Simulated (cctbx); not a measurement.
**Which space group?**

Cell: a = 3.5530 Å, b = 3.5530 Å, c = 18.2580 Å, α = 90.00°, β = 90.00°, γ = 90.00°. Expected content of the cell: Os8 Ga8.

Simulated single-crystal data (cctbx): Mo Kα, λ = 0.71073 Å, to d = 0.77 Å, 80 % of the full sphere, strongest reflection 70000 counts, noise from counting, a 1.5 % proportional error and a noise floor of 15 counts (s.d.); no absorption.

Tests on the unmerged data give:

```text
1733 reflections to d = 0.770 A
centring   violations  <I/sigma> of those
    A        304 of   879     15.1
    B        293 of   872     14.9
    C        419 of   857     19.1
    I          0 of   880      0.1
    R        386 of  1134     14.3
    F        508 of  1304     16.3
Laue class    unique    Rint  (classes that these axes allow; Friedel mates merged)
I 1 2/m 1         304   0.013
I 1 1 2/m         275   0.012
I 2/m 1 1         303   0.013
I m m m           181   0.014
I 4/m             143   0.015
I 4/m m m         109   0.015
space group    extra absences  I>4sigma  <I/sigma>
I 4 2 2                 0          0         -  acentric
I 41 2 2                8          0      -0.2  acentric
I 4 m m                 0          0         -  acentric
I 41 m d               91          0      -0.2  acentric
I -4 m 2                0          0         -  acentric
I -4 2 m                0          0         -  acentric
I -4 2 d               91          0      -0.2  acentric
I 4/m m m               0          0         -  centric
I 41/a m d :1          97          0      -0.2  centric
I 41/a m d :2          97          0      -0.2  centric
Wilson B = 1.27 A^2   <|E^2-1|> = 0.734 (0.968 centric, 0.736 acentric)   E^2>4: 0.0 %
shell (A)         n   <I/sigma>
 4.56 - 1.53     20     60.8
 1.53 - 1.22     13     85.4
 1.22 - 1.07     15     81.5
 1.07 - 0.97     10     55.2
 0.97 - 0.91     12    124.6
 0.91 - 0.85     12     39.8
 0.85 - 0.81     14     83.2
 0.81 - 0.77     13     63.0
```

**Question.** What are the lattice type, the Laue class and the likely space group?

The reflections that I centring forbids are absent (⟨I/σ⟩ near 0), so the lattice is I.

Rint stays low (0.012 to 0.015) up to I 4/m m m, the highest class in these axes.

10 settings pass the absence test. The most absences obeyed, 97, belong to I 41/a m d alone.

⟨|E²−1|⟩ = 0.734 leans to a non-centrosymmetric structure. Here that hint misleads: the statistic assumes many like atoms on general positions, and few, heavy or special-position atoms break it. The Wilson B of 1.27 Å² means U ≈ 0.0161 Å².

The true group is I4_1/amd (no. 141, origin choice 1), Laue class 4/mmm, centrosymmetric. The tables fix it.

This is a model crystal, built by substitution and not relaxed, with assumed displacement parameters.

[Logs are printed without paths, hosts, clocks, repeated set-up lines and the standing remarks that a program may print on its own settings, such as how far it seeks lower states.]
